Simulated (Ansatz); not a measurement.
# A hypothetical structure for CaMn2

Starting from a made-up structure for CaMn2, the aim is the relaxed cell, its shortest contacts and, where a second run follows, its electronic structure.

Calculated with Ansatz 0.2.0; DFT, PBEsol, plane-wave PAW, files of the set soft_1, scalar-relativistic, ferromagnetic start, cell and ions relaxed at zero pressure; PAW set soft_1.

In doubt: warnings of the run leave room for a lower electronic state, so energies may not be the lowest and differences between runs may mislead.

### 1. Set-up

Symmetry: P-3m1, No. 164, trigonal system. The conventional cell has a = 3.025 Å, b = 3.025 Å, c = 7.432 Å, α = 90.00°, β = 90.00°, γ = 120.00°. Nearest to Mn lie 9 Mn at 3.00 to 3.02 Å and 3 Ca at 3.05 Å. Nearest to Ca lie 6 Ca at 3.02 Å and 6 Mn at 3.05 Å. Farther neighbours are not listed.

### 2. Relaxation of the guess

The guessed cell has no reason to be at equilibrium. It is relaxed with the atoms, within the space group of the guess.

The input, input.yaml:

```yaml
crystal:
  lattice:
    - [3.025, 0.0, 0.0]
    - [-1.5125, 2.619726846, 0.0]
    - [0.0, 0.0, 7.432]
  atoms:
    - { symbol: Mn, position: [0.666666667, 0.333333333, 0.6638], spin: 4.0 }
    - { symbol: Mn, position: [0.333333333, 0.666666667, 0.3362], spin: 4.0 }
    - { symbol: Ca, position: [0.0, 0.0, 0.0] }
magnetization:
  spin_polarized: true
kpoints:
  mp_grid: { grid: [10, 10, 4] }
scf:
  occupations: { method: fermi_dirac, width: 0.05 }
hamiltonian:
  xc: pbesol
  pseudopotentials: { kind: paw, azcp: { folder: soft_1 }, xc_functional: pbe }
relax:
  f_tol: 0.015
  max_steps: 70
  cell: {}
output:
  forces: true
  stress: true
```

Command:

```bash
$ ansatz run input.yaml --threads 4 --pin off --max-ram 8192MiB --backend cpu --events-out ev --progress --plain --runs-dir out
```

Numbers of over 12 decimals in the logs are rounded to 6 here.

The log of the run:

```text
Engine: ansatz 0.2.0, aarch64-unknown-linux-gnu
Pseudopotentials: kind: paw
Pseudopotential: Mn, paw, valence charge 15, recommended cutoff 420 eV (normal), soft_1/Mn.paw.azcp
Pseudopotential: Ca, paw, valence charge 10, recommended cutoff 420 eV (normal), soft_1/Ca.paw.azcp
Functional definition: PBEsol
  exchange = pbesol_x
  correlation = pbesol_c
Crystal: 3 atoms, lattice volume = 58.896 Å³
Basis set: ecut = 420 eV, 1165 PW (Γ), exchange–correlation on 48×48×100 points (8 copies of the dense FFT grid, shifted against one another)
Bands: 29, of which v1, the nominal top of the filled ones, is band 20 counted from 1 (19 counted from 0)
Symmetry: 12 space group operations
Space group: P-3m1 (ITA 164), of the structure as read, at distance tolerance 3.9e-5 Å
Magnetic group: BNS 164.85 (UNI 1315), of the structure as read, at distance tolerance 3.9e-5 Å
k-points: 50 of 400
Non-local potential: Mn, projectors of the file, l = 0: 3, l = 1: 2, l = 2: 3, l = 3: 1
Non-local potential: Ca, projectors of the file, l = 0: 3, l = 1: 2, l = 2: 2
PAW form: soft (Blöchl's): semilocal exchange-correlation on the pseudo side does not see the compensation charge
PAW frozen core: Mn, regenerated for the run's functional, and the local potential with it (the file was generated under x = pbe(κ = 0.804, μ = 0.219515), c = pbe(β = 0.066725))
PAW frozen core: Ca, regenerated for the run's functional, and the local potential with it (the file was generated under x = pbe(κ = 0.804, μ = 0.219515), c = pbe(β = 0.066725))
PAW one-centre angular grid: Mn, 590 points (default); XC on 64 Gauss nodes
PAW one-centre angular grid: Ca, 110 points (default); XC on 64 Gauss nodes
Initial density: superposition of atomic densities (chi_scale 0.1, normalization cell)
Starting moments: Σ|m| = 8 μB on 2 of 3 sites
Initial wavefunctions: pseudopotential atomic-orbital guess
Functional: x = pbesol(κ = 0.804, μ = 0.123457), c = pbesol(β = 0.046)
SCF iter   1: F=—  HF=-9528.138171 eV  |F-HF|=—  |Δ(HF+E_count)|=         —  Δρ=2.14e-2 (↑1.41e-2 ↓2.14e-2)  dr2=4.49e0  dr2_m=2.85e-2  M=7.724 μB ∫|m|=8.242 μB  β_m=0.30  ethr=3.10e-3  ⟨swp⟩=7.7  Hψ=13945  notcnv=0
Mixer restart at iter 1: flushing history
preconditioner: auto → Kerker (q_TF=auto, 2.558 Å⁻¹)  [metal: Δε(μ)=0.013 eV  Ē_g=4.287 eV  σ=0.050 eV  W_gap=0.07  n_scr=24 (ndim 8)  ℏωp=19.4 eV  f_vac=0.000  D(μ)=4.64/eV (n_scr^D=50)]
spin=Collinear: Kerker preconditioning applied to the charge; magnetization (m = ρ↑ − ρ↓) channel mixes plain (no charge-response kernel on spin).
SCF iter   2: F=—  HF=-9527.794294 eV  |F-HF|=—  |Δ(HF+E_count)|=   3.44e-1  Δρ=1.22e-2 (↑1.22e-2 ↓1.02e-2)  dr2=1.25e0  dr2_m=2.40e-2  M=7.663 μB ∫|m|=8.186 μB  β_m=0.40  ethr=3.10e-3  ⟨swp⟩=2.0  Hψ=4418  notcnv=0  defer=90
SCF iter   3: F=—  HF=-9527.946949 eV  |F-HF|=—  |Δ(HF+E_count)|=   1.53e-1  Δρ=7.12e-3 (↑7.12e-3 ↓6.75e-3)  dr2=1.22e-1  dr2_m=4.17e-3  M=7.518 μB ∫|m|=8.074 μB  β_m=0.53  ethr=3.10e-3  ⟨swp⟩=2.0  Hψ=3599  notcnv=0  defer=90
SCF iter   4: F=—  HF=-9528.129254 eV  |F-HF|=—  |Δ(HF+E_count)|=         —  Δρ=8.20e-3 (↑2.75e-3 ↓8.20e-3)  dr2=7.63e-2  dr2_m=8.88e-3  M=7.357 μB ∫|m|=7.940 μB  β_m=0.53  ethr=3.06e-4  ⟨swp⟩=2.0  Hψ=4489  notcnv=0  defer=90
Mixer restart at iter 4: flushing history
SCF iter   5: F=—  HF=-9528.164000 eV  |F-HF|=—  |Δ(HF+E_count)|=   3.47e-2  Δρ=4.74e-3 (↑2.56e-3 ↓4.74e-3)  dr2=2.97e-2  dr2_m=5.54e-3  M=7.322 μB ∫|m|=7.923 μB  β_m=0.76  ethr=1.91e-4  ⟨swp⟩=2.1  Hψ=4449  notcnv=0  defer=91
SCF iter   6: F=—  HF=-9528.168409 eV  |F-HF|=—  |Δ(HF+E_count)|=   4.41e-3  Δρ=2.63e-3 (↑2.63e-3 ↓7.08e-4)  dr2=9.47e-3  dr2_m=5.74e-4  M=7.302 μB ∫|m|=7.943 μB  β_m=0.65  ethr=7.42e-5  ⟨swp⟩=2.4  Hψ=4630  notcnv=0  defer=91
SCF iter   7: F=—  HF=-9528.164827 eV  |F-HF|=—  |Δ(HF+E_count)|=   3.58e-3  Δρ=1.24e-3 (↑1.07e-3 ↓1.24e-3)  dr2=1.85e-3  dr2_m=4.85e-5  M=7.287 μB ∫|m|=7.943 μB  β_m=0.83  ethr=2.37e-5  ⟨swp⟩=2.5  Hψ=5026  notcnv=0  defer=89
SCF iter   8: F=—  HF=-9528.166631 eV  |F-HF|=—  |Δ(HF+E_count)|=   1.80e-3  Δρ=4.68e-4 (↑3.35e-4 ↓4.68e-4)  dr2=2.16e-4  dr2_m=1.35e-5  M=7.294 μB ∫|m|=7.955 μB  β_m=0.91  ethr=4.62e-6  ⟨swp⟩=2.1  Hψ=4235  notcnv=0  defer=88
SCF iter   9: F=—  HF=-9528.166771 eV  |F-HF|=—  |Δ(HF+E_count)|=   1.40e-4  Δρ=1.70e-4 (↑1.70e-4 ↓7.48e-5)  dr2=4.28e-5  dr2_m=2.46e-6  M=7.295 μB ∫|m|=7.963 μB  β_m=0.96  ethr=5.39e-7  ⟨swp⟩=2.6  Hψ=4967  notcnv=0  defer=88
SCF iter  10: F=—  HF=-9528.166774 eV  |F-HF|=—  |Δ(HF+E_count)|=   2.87e-6  Δρ=3.35e-5 (↑3.35e-5 ↓2.57e-5)  dr2=5.57e-7  dr2_m=3.77e-7  M=7.294 μB ∫|m|=7.965 μB  β_m=0.98  ethr=1.07e-7  ⟨swp⟩=2.0  Hψ=3503  notcnv=0  defer=88
SCF iter  11: F=—  HF=-9528.166775 eV  |F-HF|=—  |Δ(HF+E_count)|=   9.89e-7  Δρ=1.58e-5 (↑5.52e-6 ↓1.58e-5)  dr2=3.75e-7  dr2_m=3.65e-8  M=7.293 μB ∫|m|=7.965 μB  β_m=0.99  ethr=1.39e-9  ⟨swp⟩=2.0  Hψ=4064  notcnv=0  defer=88
SCF iter  12: F=—  HF=-9528.166775 eV  |F-HF|=—  |Δ(HF+E_count)|=   1.07e-7  Δρ=1.89e-6 (↑1.82e-6 ↓1.89e-6)  dr2=1.12e-9  dr2_m=1.65e-9  M=7.293 μB ∫|m|=7.966 μB  β_m=0.99  ethr=9.39e-10  ⟨swp⟩=2.0  Hψ=3529  notcnv=0  defer=88
SCF iter  13: F=-9528.166775 eV  HF=-9528.166775 eV  |F-HF|=5.69e-10  |Δ(HF+E_count)|=   8.51e-9  Δρ=8.35e-7 (↑8.00e-7 ↓8.35e-7)  dr2=1.17e-9  dr2_m=1.22e-10  M=7.293 μB ∫|m|=7.966 μB  ethr=2.80e-12  ⟨swp⟩=1.0  Hψ=8171  notcnv=0
SCF 1 converged in 13 iterations: F = -9528.166775 eV  dr2 = 1.17e-9
  greatest PAW one-centre occupation: 1.000 electrons in one spin orbital (limit 2), on the Mn atom at site 1 (counted from 0), in its partial waves of l = 0
relax step   1: F+E_penalty+E_count = -9528.16677509 eV  Δ(F+E_penalty+E_count) = +0.000e0 eV  max|allowed force component| = 1.123e0 eV/Å  Δτ_max = 0.0000 Å  P = -2.183 GPa  Ω = 58.896 Å³  (13 SCF iters, dr2 threshold 1.00e-7 eV, accepted)
Crystal: 3 atoms, lattice volume = 57.125 Å³
Basis set: ecut = 420 eV, 1069 PW (Γ), exchange–correlation on 48×48×100 points (8 copies of the dense FFT grid, shifted against one another)
Initial density: handed on by an earlier stage of this run
Starting moments: Σ|m| = 8 μB on 2 of 3 sites; this step starts from the density that it was given
Initial wavefunctions: those handed on with the density
SCF iter   1: F=—  HF=-9528.590750 eV  |F-HF|=—  |Δ(HF+E_count)|=         —  Δρ=2.27e-2 (↑1.41e-2 ↓2.27e-2)  dr2=1.77e0  dr2_m=1.34e-1  M=7.105 μB ∫|m|=7.558 μB  β_m=0.30  ethr=3.10e-3  ⟨swp⟩=6.5  Hψ=12761  notcnv=0
[...]
relax step   5: F+E_penalty+E_count = -9528.46675797 eV  Δ(F+E_penalty+E_count) = -5.245e-5 eV  max|allowed force component| = 7.827e-4 eV/Å  Δτ_max = 0.0016 Å  P = -0.014 GPa  Ω = 56.023 Å³  energy of the carried Pulay correction = +1.419e-3 eV  (7 SCF iters, dr2 threshold 1.03e-7 eV, accepted)
Basis set: ecut = 420 eV, 1055 PW (Γ), exchange–correlation on 48×48×96 points (8 copies of the dense FFT grid, shifted against one another)
Initial wavefunctions: pseudopotential atomic-orbital guess (no wavefunctions were taken with the density)
iter 1 solved again at ethr=1.36e-5 eV; its pass at ethr=3.10e-3 eV (dr2=5.42e-3 eV) is discarded
SCF iter   1: F=—  HF=-9528.465364 eV  |F-HF|=—  |Δ(HF+E_count)|=         —  Δρ=4.57e-5 (↑4.16e-5 ↓4.57e-5)  dr2=3.09e-6  dr2_m=2.72e-8  M=7.050 μB ∫|m|=7.500 μB  β_m=0.65  ethr=1.36e-5  ⟨swp⟩=1.9  Hψ=18096  notcnv=0
eigensolver tolerance schedule: the retry pair's looser diagonalisation over-reported the residual by 1752.51 of it (diagonalisation noise at an unbounded share of the residual, at the tolerance the schedule requests for it); recorded, not acted on — ethr = c·dr2/N_el stays at c = 1.0e-1
preconditioner: auto → none  [metal: Δε(μ)=0.018 eV  Ē_g=9.887 eV  σ=0.050 eV  W_gap=0.09  n_scr=4 (ndim 8)  ℏωp=23.3 eV  f_vac=0.000  D(μ)=2.84/eV (n_scr^D=36)]
SCF iter   2: F=—  HF=-9528.465381 eV  |F-HF|=—  |Δ(HF+E_count)|=   1.73e-5  Δρ=5.53e-5 (↑5.53e-5 ↓4.31e-5)  dr2=2.95e-5  dr2_m=1.30e-7  M=7.050 μB ∫|m|=7.500 μB  β_m=0.30  ethr=7.73e-9  ⟨swp⟩=2.7  Hψ=5294  notcnv=0
SCF iter   3: F=—  HF=-9528.465379 eV  |F-HF|=—  |Δ(HF+E_count)|=   2.08e-6  Δρ=2.65e-5 (↑2.27e-5 ↓2.65e-5)  dr2=8.57e-7  dr2_m=1.14e-8  M=7.050 μB ∫|m|=7.500 μB  β_m=0.33  ethr=7.73e-9  ⟨swp⟩=2.0  Hψ=3734  notcnv=0
SCF iter   4: F=—  HF=-9528.465380 eV  |F-HF|=—  |Δ(HF+E_count)|=   3.75e-7  Δρ=8.14e-6 (↑6.34e-6 ↓8.14e-6)  dr2=5.76e-8  dr2_m=2.19e-9  M=7.050 μB ∫|m|=7.500 μB  β_m=0.39  ethr=2.14e-9  ⟨swp⟩=1.6  Hψ=3200  notcnv=0
SCF iter   5: F=—  HF=-9528.465380 eV  |F-HF|=—  |Δ(HF+E_count)|=   2.07e-7  Δρ=5.50e-6 (↑2.99e-6 ↓5.50e-6)  dr2=3.24e-8  dr2_m=2.57e-9  M=7.050 μB ∫|m|=7.500 μB  β_m=0.69  ethr=1.44e-10  ⟨swp⟩=2.0  Hψ=3727  notcnv=0
SCF iter   6: F=—  HF=-9528.465380 eV  |F-HF|=—  |Δ(HF+E_count)|=   2.17e-7  Δρ=4.77e-6 (↑4.77e-6 ↓3.05e-6)  dr2=1.64e-8  dr2_m=6.15e-9  M=7.050 μB ∫|m|=7.500 μB  β_m=0.66  ethr=8.10e-11  ⟨swp⟩=2.0  Hψ=4969  notcnv=0
SCF iter   7: F=—  HF=-9528.465380 eV  |F-HF|=—  |Δ(HF+E_count)|=   2.02e-8  Δρ=1.16e-6 (↑1.16e-6 ↓9.23e-7)  dr2=5.09e-9  dr2_m=2.31e-11  M=7.050 μB ∫|m|=7.500 μB  β_m=0.60  ethr=4.09e-11  ⟨swp⟩=2.0  Hψ=3884  notcnv=0
SCF iter   8: F=—  HF=-9528.465380 eV  |F-HF|=—  |Δ(HF+E_count)|=  3.57e-10  Δρ=8.77e-7 (↑8.77e-7 ↓2.42e-7)  dr2=4.80e-10  dr2_m=1.04e-10  M=7.050 μB ∫|m|=7.500 μB  β_m=0.56  ethr=1.27e-11  ⟨swp⟩=2.6  Hψ=4634  notcnv=0
SCF iter   9: F=—  HF=-9528.465380 eV  |F-HF|=—  |Δ(HF+E_count)|=  6.75e-10  Δρ=1.37e-7 (↑1.37e-7 ↓1.01e-7)  dr2=1.64e-11  dr2_m=3.82e-12  M=7.050 μB ∫|m|=7.500 μB  β_m=0.61  ethr=1.20e-12  ⟨swp⟩=2.5  Hψ=4490  notcnv=0
SCF iter  10: F=—  HF=-9528.465380 eV  |F-HF|=—  |Δ(HF+E_count)|=  9.09e-12  Δρ=4.00e-8 (↑4.00e-8 ↓3.82e-8)  dr2=9.19e-13  dr2_m=4.38e-13  M=7.050 μB ∫|m|=7.500 μB  β_m=0.75  ethr=1.00e-12  ⟨swp⟩=1.0  Hψ=2900  notcnv=0
SCF iter  11: F=—  HF=-9528.465380 eV  |F-HF|=—  |Δ(HF+E_count)|=  7.28e-12  Δρ=9.09e-8 (↑9.09e-8 ↓7.13e-8)  dr2=3.34e-11  dr2_m=7.24e-14  M=7.050 μB ∫|m|=7.500 μB  β_m=0.68  ethr=1.00e-12  ⟨swp⟩=1.0  Hψ=2900  notcnv=0
SCF iter  12: F=-9528.465380 eV  HF=-9528.465380 eV  |F-HF|=1.82e-12  |Δ(HF+E_count)|=  1.82e-12  Δρ=7.36e-9 (↑7.36e-9 ↓6.96e-9)  dr2=1.36e-13  dr2_m=3.77e-15  M=7.050 μB ∫|m|=7.500 μB  ethr=1.00e-12  ⟨swp⟩=3.0  Hψ=9030  notcnv=0
SCF 6 converged in 12 iterations: F = -9528.465380 eV  dr2 = 1.36e-13
relax step   6: F+E_penalty+E_count = -9528.46538004 eV  Δ(F+E_penalty+E_count) = +1.378e-3 eV  max|allowed force component| = 5.329e-4 eV/Å  Δτ_max = 0.0000 Å  P = -0.014 GPa  Ω = 56.023 Å³  stress off target by 1.46e-2 GPa  SCF on the basis re-selected at this cell (its energy is not comparable with the rows above)  (12 SCF iters)
basis re-selected at this cell: Δ(F+E_penalty+E_count) = +1.378e-3 eV, ΔP = +0.000 GPa vs the last step (what re-selecting the basis moved, of the pressure what is left beyond the Pulay correction that the steps carried, after the strain that the cell walked since its last selection, with what the two solves' SCF thresholds leave and, on support functions, any second-order correction that the steps lacked; it is no measure of the basis error at this ecutwfc). The dense FFT grid was sized anew with the basis: this SCF ran on 24×24×48 points, the steps before it on 24×24×50, so part of this shift can come from that change (see relax.cell in the input reference). [rest of the remark cut]
WARN: an SCF from antiferromagnetic starting moments (-4.00, 4.00, 0.00 Bohr magnetons, atom by atom) was not made, by what the run has read of turns of its moments that order reads lower: the deck asks for what bars it, or types moments that do (magnetization.spin_polarized, in the input reference, names some of the keys), or the run goes by scf.lower_state_search: light, the default, which as a rule tries one only behind a close that has lost an order of both signs, or on which an open d or half-filled 4f shell of a PAW file has lost a moment that was set nearer to Hund's than to what is left; [rest of the remark cut]
SCF converged after 12 iterations
Magnetization: 7.0496 μB (23.5248 up, 16.4752 down)
Absolute magnetization: 7.5003 μB (∫|ρ↑−ρ↓|, with the PAW one-centre terms)
Spin contamination: 0.2960 ħ² per cell (⟨S²⟩ above its minimum at these occupations)
Per-site moments (μB) at R_I (Å): [(3.435350, 1.093115), (3.435350, 1.093115), (-0.118334, 1.243979)]
Free energy (F): -9528.465380 eV
Harris-Foulkes:  -9528.465380 eV  (|F-HF|=1.82e-12)
Internal energy: -9528.442087 eV  (E = F + TS)
E sigma→0 (E₀):  -9528.453734 eV
Entropy (-TS):   -0.023293 eV (-7.764 meV/atom)
Fermi energy:    11.482356 eV
--- Per-component energies (eV) ---
  E_band       = -666.020382
  E_kinetic    = 886.959016
  E_local      = -5877.915083  (includes V_loc(G=0)·N_el)
  E_nonlocal   = 1019.518312
  E_hartree    = 2256.560899
  E_xc         = -340.178390
  E_vxc        = -432.113762  (∫ρ·V_xc dr)
  E_paw        = -3443.106363  (= ΣΔE_a)
  E_vpaw       = -775.590886  (= ΣTr[D̂ρ^β])
  E_aug_tail   = 0.000191  (compensation charges beyond the density's cutoff)
  E_ewald      = -4030.738765
  E_core_change = 0.458096  (= ΣΔE_core)
  E_smearing   = -0.023293  (= −TS)
  E_closure    = 0.000000  (closes the sum)
  Σ components = -9528.465380   (vs F -9528.465380, Δ=0.00e0)
--- Forces (eV/Å), atoms counted from 1 ---
  atom   1  Mn    -0.00000000     0.00000000     0.00053290
  atom   2  Mn    -0.00000000    -0.00000000    -0.00053290
  atom   3  Ca     0.00000000     0.00000000     0.00000000
  max |Σ_I F_I| component: 9.25e-18 eV/Å
--- Stress (GPa, compression-positive) ---
       -0.013422       0.000000       0.000000
        0.000000      -0.013422      -0.000000
       -0.000000      -0.000000      -0.014586
  P = ⅓ Tr σ = -0.0138 GPa (-0.138 kbar)
--- Relaxed structure (5 steps of the walk, 5 accepted, 1 SCFs on fresh bases) ---
  F+E_penalty+E_count = -9528.46538004 eV   max|allowed force component| = 5.329e-4 eV/Å   (the final SCF, on the basis selected at the relaxed cell)
  cell:  # Å, volume = 56.0229 Å³
    - [3.015706, 0.0, 0.0]
    - [-1.507853, 2.611678, 0]
    - [0.0, 0, 7.113066]
  atoms:
    - { symbol: Mn, position: [0.666667, 0.333333, 0.640426] }
    - { symbol: Mn, position: [0.333333, 0.666667, 0.359574] }
    - { symbol: Ca, position: [0, 0, 0] }
```

The job ended after 17 s (4 threads of Arm Neoverse V1, shared host; peak memory 0.45 GiB; 63 s of CPU time).

Step by step:

| step | energy less that of the first step (eV) | largest force component (eV/Å) | pressure (GPa) | volume (Å³) |
| --- | --- | --- | --- | --- |
| 1 | 0.0000 | 1.1235 | -2.18 | 58.90 |
| 2 | -0.2901 | 0.1673 | -0.79 | 57.13 |
| 3 | -0.2997 | 0.0435 | -0.12 | 56.14 |
| 4 | -0.2999 | 0.0245 | 0.08 | 55.96 |
| 5 | -0.3000 | 0.0008 | -0.01 | 56.02 |
| 6* | -0.2986 | 0.0005 | -0.01 | 56.02 |

Relaxation steps marked * repeat the geometry before them on a plane-wave basis chosen anew for their cell, so energy and pressure can jump there.

The run keeps the 12 symmetry operations that it works with, so distortions that break them were not tested.

| conventional cell, symmetrised | before | after | change |
| --- | --- | --- | --- |
| a (Å) | 3.025 | 3.016 | -0.3 % |
| b (Å) | 3.025 | 3.016 | -0.3 % |
| c (Å) | 7.432 | 7.113 | -4.3 % |
| volume (Å³/atom) | 19.63 | 18.67 | -4.9 % |

The atoms that moved most (Å, as changes of fractional coordinates times the final cell):

| atom | dx | dy | dz | length |
| --- | --- | --- | --- | --- |
| Mn1 | 0.000 | 0.000 | -0.166 | 0.166 |
| Mn2 | 0.000 | 0.000 | 0.166 | 0.166 |

Final coordinates:

```cif
data_structure
_symmetry_space_group_name_H-M 'P 1'
_symmetry_Int_Tables_number 1
_cell_length_a 3.0157
_cell_length_b 3.0157
_cell_length_c 7.1131
_cell_angle_alpha 90.000
_cell_angle_beta 90.000
_cell_angle_gamma 120.000
_cell_volume 56.02
loop_
_atom_site_label
_atom_site_type_symbol
_atom_site_fract_x
_atom_site_fract_y
_atom_site_fract_z
_atom_site_occupancy
Mn1 Mn 0.66667 0.33333 0.64043 1
Mn2 Mn 0.33333 0.66667 0.35957 1
Ca3 Ca 0.00000 0.00000 0.00000 1
```

This step gave:

* free energy: -9528.4654 eV
* energy at zero smearing: -9528.4537 eV
* smearing term TS: 0.02329 eV
* Fermi energy: 11.48 eV
* magnetization: 7.050 μB
* absolute magnetization: 7.500 μB
* site moments: 3.435, 3.435, -0.1183 μB
* electrons: 40
* symmetry operations: 12
* pressure: -0.01381 GPa

Site moment by atom:

| atom | site moment (μB) |
| --- | --- |
| Mn1 | 3.44 |
| Mn2 | 3.44 |
| Ca3 | -0.12 |

The shortest distance of each pair, which need not be the same contact before and after:

| pair | guess (Å) | relaxed (Å) |
| --- | --- | --- |
| Mn–Mn | 2.996 | 2.650 |
| Ca–Ca | 3.025 | 3.016 |
| Ca–Mn | 3.049 | 3.094 |

The relaxation ends with a largest force component of 5.3e-4 eV/Å and a pressure of -0.01 GPa.

### 3. What came out

```yaml
space_group_relaxed: P-3m1
conventional_cell: a = 3.016, b = 3.016, c = 7.113 Å; α = 90.0°, β = 90.0°, γ = 120.0°
volume_per_atom: 18.67 Å³ (guess 19.63)
total_moment: 7.05 μB in the cell of 3 atoms
```

What this shows: CaMn2 relaxes to P-3m1 with a = 3.016, b = 3.016 and c = 7.113 Å. The guessed volume was 5 % too large. The space group P-3m1 was held in the relaxation, so the end point is a stationary structure within it and may be a saddle against distortions or other arrangements. The input starts from parallel moments, and no other start was typed. The electronic state may lie above the lowest one. Mesh and cutoff weren't tested. No dispersion term is used, so weakly bound directions may come out too long. The program estimates, without running it, that another magnetic order lies lower than the one relaxed here. Nothing here tests whether the compound is stable against decomposition.

[Logs are printed without paths, hosts, clocks, repeated set-up lines and the standing remarks that a program may print on its own settings, such as how far it seeks lower states.]

[Hosts, paths, dates, database ids (printed as entryN), source tags and the programs' standing remarks are cut or masked in the printed files.]
